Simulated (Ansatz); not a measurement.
# Si(111) with SiHF2 on 25 % of the top atoms and H on the rest: bands and core levels, part 2 of 2

What would XPS and angle-resolved spectra of Si(111) with SiHF2 on 25 % of the top atoms and H on the rest look like?

Ansatz 0.2.0; DFT, PBE, plane-wave PAW, scalar-relativistic; PAW set soft_1.

So far, gap on the k-mesh (eV): step 2 (relaxing the atoms) 1.13.

### 3. Layer-resolved bands, DOS and potential (continued)

Shapes are the site's partial DOS without matrix elements, which overweights lines from ligand s bands. Emission peaks, by row:

```tsv
line	energy (eV)	height (%)
F K	-8.986	14.99
F K	-6.436	62.08
F K	-5.186	100
F K, E along x	-8.986	27.69
F K, E along x	-6.886	75.48
F K, E along x	-5.086	86.88
F K, E along y	-8.936	11.48
F K, E along y	-6.886	58.99
F K, E along y	-6.486	61.24
F K, E along y	-5.186	100.4
F K, E along z	-5.336	134.3
F K, E along z	-2.336	10.94
Si K-beta	-9.036	14.95
Si K-beta	-6.486	32.64
Si K-beta	-2.236	100
Si K-beta, E along x	-9.036	16.13
Si K-beta, E along x	-6.486	27.51
Si K-beta, E along x	-2.186	103.8
Si K-beta, E along y	-9.036	16.29
Si K-beta, E along y	-6.436	31.92
Si K-beta, E along y	-2.186	104.2
Si K-beta, E along z	-8.986	12.42
Si K-beta, E along z	-6.486	38.57
Si K-beta, E along z	-3.586	84.43
Si K-beta, E along z	-2.736	101.3
Si K-beta, E along z	-1.736	97.79
Si L2,3	-9.186	100
Si L2,3	-7.336	50.99
Si L2,3	-6.536	83.67
Si L2,3	-5.936	54.75
Si L2,3	-4.386	20.44
Si L2,3	-3.536	22.58
Si L2,3	-2.636	14.05
Si L2,3	-1.686	11.13
```

The spectra weight each projected shell by its atomic cross section (Dirac–Hartree–Slater) and angular factor, for unpolarised light with the analyser at 45° from the beam. Broadening, on top of any smearing of the DOS itself: a Gaussian of 0.45 eV and a Lorentzian of 0.2 eV plus 0.05 times the binding energy (full widths), Fermi edge at 300 K. Each atom is damped by exp[−depth/(λ cos θ)], θ = 60° from the normal, λ from the universal curve. Curves are cut 10 eV under the photon energy, above any shell that the free atom's threshold puts out of reach, or at the lower edge of the window: 11.2 eV at 21.2 eV, 27 eV at 150 eV, 27 eV at 250 eV, 27 eV at 1486.7 eV and 27 eV at 5414.7 eV. Dipole terms alone, which is rough above 3 keV; no background, satellites or final-state effects.

How the area divides among the shells (%):

```tsv
shell	21.2 eV	150 eV	250 eV	1486.7 eV	5414.7 eV
Si 3s	3.2	8.7	14.2	46.6	68.0
Si 3p	10.2	17.2	22.5	20.3	9.7
F 2s	0.0	17.6	22.1	24.5	20.1
F 2p	65.9	55.7	40.8	8.5	2.1
H 1s	20.6	0.7	0.4	0.1	0.0
```

Regions along c: top from 16.3 to 22.5 Å, middle from 10.5 to 15.0 Å, bottom from 3.0 to 9.0 Å. The top region begins above the slab's first layer, so it holds the added atoms alone, and the space between regions isn't listed.

The largest force component on a free atom is 0.011 eV/Å, so the atoms are at rest for these settings too.

### 4. Z+1 stand-in on atom 4

System of this step: Si24PH8F2. The cell holds 35 atoms: 2 F, 8 H, 1 P and 24 Si. Its edges and angles: a = 7.679 Å, b = 7.679 Å, c = 25.218 Å, α = 90.0°, β = 90.0°, γ = 60.0°. It derives from Si. Regions: ad, 7 atoms (1 P, 2 F and 4 H); L1, 4 atoms (4 Si); L2, 4 atoms (4 Si); L3, 4 atoms (4 Si); mid, 4 atoms (4 Si); rest, 12 atoms (8 Si and 4 H). Vacuum lies along c.

An atom with a screened core hole acts much like the next element, so total energies with that element on different sites give core-level shifts.

File input.yaml:

```yaml
crystal:
  lattice:
    - [7.6791796437, 0.0, 0.0]
    - [3.8395898218, 6.6503646517, 0.0]
    - [0.0, 0.0, 25.2181769138]
  atoms:
    - { symbol: F, position: [0.1083932024, 0.1164795287, 0.7316870517] }
    - { symbol: F, position: [0.7762316825, 0.1078829518, 0.7318292274] }
    - { symbol: H, position: [0.1089615874, 0.7912610768, 0.7352064828] }
    - { symbol: P, position: [0.0037492686, -0.0064036283, 0.7099061373] }
    - { symbol: H, position: [0.5010236946, -0.0018677934, 0.6758883131] }
    - { symbol: H, position: [-0.0006446623, 0.5022134556, 0.6759078877] }
    - { symbol: H, position: [0.4989794365, 0.5017545796, 0.6758957724] }
    - { symbol: Si, position: [0.0003004531, -0.0004612119, 0.6164414329] }
[... 23 atom lines left out ...]
    - { symbol: H, position: [0.0, 0.0, 0.277577559] }
    - { symbol: H, position: [0.5, 0.0, 0.277577559] }
    - { symbol: H, position: [0.0, 0.5, 0.277577559] }
    - { symbol: H, position: [0.5, 0.5, 0.277577559] }
kpoints:
  mp_grid: { grid: [3, 3, 1] }
scf:
  occupations: { method: fermi_dirac, width: 0.02 }
  n_extra_bands: 27
hamiltonian:
  xc: pbe
  pseudopotentials: { kind: paw, azcp: { folder: soft_1 } }
output:
  forces: true
  write_potential: true
  volumetric_format: []
efield:
  axis: 3
  dipole_correction: true
```

On the command line:

```console
ansatz run input.yaml --threads 8 --pin off --max-ram 22528MiB --backend cpu --events-out ev --progress --plain --runs-dir out
```

It took 16 s on 8 threads of AMD EPYC 7B13 (Zen 3), shared host; peak memory 2.9 GiB.

This run has no spin polarisation although its electron count is odd.

This step gave:

```
free energy             : -17756.4623 eV
energy at zero smearing : -17756.4500 eV
smearing term TS        : 0.02449 eV
Fermi energy            : 1.128 eV
```

### 5. Z+1 stand-in on atom 8

System of this step: Si24PH8F2. The cell holds 35 atoms: 2 F, 8 H, 24 Si and 1 P. Its edges and angles: a = 7.679 Å, b = 7.679 Å, c = 25.218 Å, α = 90.0°, β = 90.0°, γ = 60.0°. It derives from Si. Regions: ad, 7 atoms (1 Si, 2 F and 4 H); L1, 4 atoms (1 P and 3 Si); L2, 4 atoms (4 Si); L3, 4 atoms (4 Si); mid, 4 atoms (4 Si); rest, 12 atoms (8 Si and 4 H). Vacuum lies along c.

The same swap on atom 8.

Changes to input.yaml since step 4:

```diff
@@ -9,3 +9,3 @@
     - { symbol: H, position: [0.1089615874, 0.7912610768, 0.7352064828] }
-    - { symbol: P, position: [0.0037492686, -0.0064036283, 0.7099061373] }
+    - { symbol: Si, position: [0.0037492686, -0.0064036283, 0.7099061373] }
     - { symbol: H, position: [0.5010236946, -0.0018677934, 0.6758883131] }
@@ -13,3 +13,3 @@
     - { symbol: H, position: [0.4989794365, 0.5017545796, 0.6758957724] }
-    - { symbol: Si, position: [0.0003004531, -0.0004612119, 0.6164414329] }
+    - { symbol: P, position: [0.0003004531, -0.0004612119, 0.6164414329] }
     - { symbol: Si, position: [0.5001229045, -0.0001639115, 0.6163661728] }
```

The job ended after 15 s (8 threads; peak memory 2.8 GiB).

This step gave:

```yaml
free_energy: -17759.5205 eV
energy_at_zero_smearing: -17759.5088 eV
smearing_term_ts: 0.02337 eV
fermi_energy: 0.7898 eV
```

### 6. Z+1 stand-in on atom 20

System of this step: Si24PH8F2. The cell holds 35 atoms: 2 F, 8 H, 24 Si and 1 P. Cell: a = 7.679 Å, b = 7.679 Å, c = 25.218 Å, α = 90.0°, β = 90.0°, γ = 60.0°. It derives from Si. Regions: ad, 7 atoms (1 Si, 2 F and 4 H); L1, 4 atoms (4 Si); L2, 4 atoms (4 Si); L3, 4 atoms (4 Si); mid, 4 atoms (1 P and 3 Si); rest, 12 atoms (8 Si and 4 H). Vacuum lies along c.

The same swap on atom 20.

Changes to input.yaml since step 5:

```diff
@@ -13,3 +13,3 @@
     - { symbol: H, position: [0.4989794365, 0.5017545796, 0.6758957724] }
-    - { symbol: P, position: [0.0003004531, -0.0004612119, 0.6164414329] }
+    - { symbol: Si, position: [0.0003004531, -0.0004612119, 0.6164414329] }
     - { symbol: Si, position: [0.5001229045, -0.0001639115, 0.6163661728] }
@@ -25,3 +25,3 @@
     - { symbol: Si, position: [0.3331683287, 0.8334268803, 0.4917322203] }
-    - { symbol: Si, position: [0.1666753821, 0.1668249786, 0.4601758038] }
+    - { symbol: P, position: [0.1666753821, 0.1668249786, 0.4601758038] }
     - { symbol: Si, position: [0.6665324061, 0.1668641474, 0.4601731419] }
```

Wall time 15 s (8 threads); peak memory 2.9 GiB; 1.9 min of CPU time.

This step gave:

| Quantity | Value |
| --- | --- |
| free energy | -17759.5940 eV |
| energy at zero smearing | -17759.5821 eV |
| smearing term TS | 0.02376 eV |
| Fermi energy | 0.6341 eV |

### 7. Shifts from the Z+1 runs

An atom with a screened core hole acts like the next element, so the difference of two such total energies is the shift between the two sites; positive is more bound. Shifts count from the last listed atom of each element.

```tsv
atom	region	replaced by	shell meant	free energy (eV)	shift (eV)
Si4	adsorbate	P	2p	-17756.462	+3.13
Si8	layer 1	P	2p	-17759.521	+0.07
Si20	middle	P	2p	-17759.594	+0.00
```

The stand-in's nearest image is 7.7 Å away. The method gives no absolute levels and the same shift for every shell of an atom.

### 8. Summary of results

| Item | Value |
| --- | --- |
| ionisation potential | 5.32 eV (upper face; lower face 4.69 eV) |
| electron affinity (Kohn–Sham) | 4.18 eV (slab's lowest empty level against the upper vacuum) |
| Si core shifts among the listed atoms, from the last listed one | +0.00 to +3.13 eV |

What this shows: The valence top of Si(111) with SiHF2 on 25 % of the top atoms and H on the rest lies 5.32 eV (upper face; lower face 4.69 eV) below the vacuum and the lowest empty level 4.18 eV below the vacuum of the upper face. Only the strongest levels a point were stored, too few to count surface states. The upper face's value lies 0.62 eV above that of the hydrogen-covered lower face; the difference is the dipole step of the groups. Core shifts by the Z+1 route: Si +0.00 to +3.13 eV. Among the sites run, the most bound Si 2p level is that of Si4 (adsorbate), bonded to 2 F, 1 H and 1 Si; the least bound, 3.13 eV shallower, that of Si20 (middle), bonded to 4 Si. That is the order that electronegative neighbours give as a rule, though screening of the hole enters too. With the next element in place the extra electron enters the lowest empty band of the cell, and its attraction to the stand-in enters the order. At 21.2 eV the valence spectrum has its highest listed peaks within 10.8 eV at 5.2 eV (F 2p) and 6.5 eV (F 2p). At 1486.7 eV the valence spectrum has its highest listed peaks within 13 eV at 2.3 eV (Si 3p), 6.5 eV (Si 3s) and 9.2 eV (Si 3s). The shell named is the one with most of the intensity, cross sections included, not always the one with most states there. In the main run, from 1486.7 eV towards hard X-rays the Si 3s share grows by 21 points, as its cross section falls more slowly with photon energy than those of the shells it gains on. The spectra rest on a 3×3×1 mesh, so closely spaced maxima can be ripples of the mesh. The slab's own atoms span 7.1 Å, so bulk bands appear as a few quantum-well levels, and states of the two faces can mix. The affinity uses the Kohn–Sham gap, which is too small, so the true affinity is lower and the true ionisation potential usually higher.

[Logs are printed without paths, hosts, clocks, repeated set-up lines and the standing remarks that a program may print on its own settings, such as how far it seeks lower states.]

[Hosts, paths, dates, database ids (printed as entryN), source tags and the programs' standing remarks are cut or masked in the printed files.]

[Maps of the electrostatic potential energy from Ansatz leave out the sawtooth potential of an applied field or a dipole correction, so their vacuum need not be flat; work functions include it.]
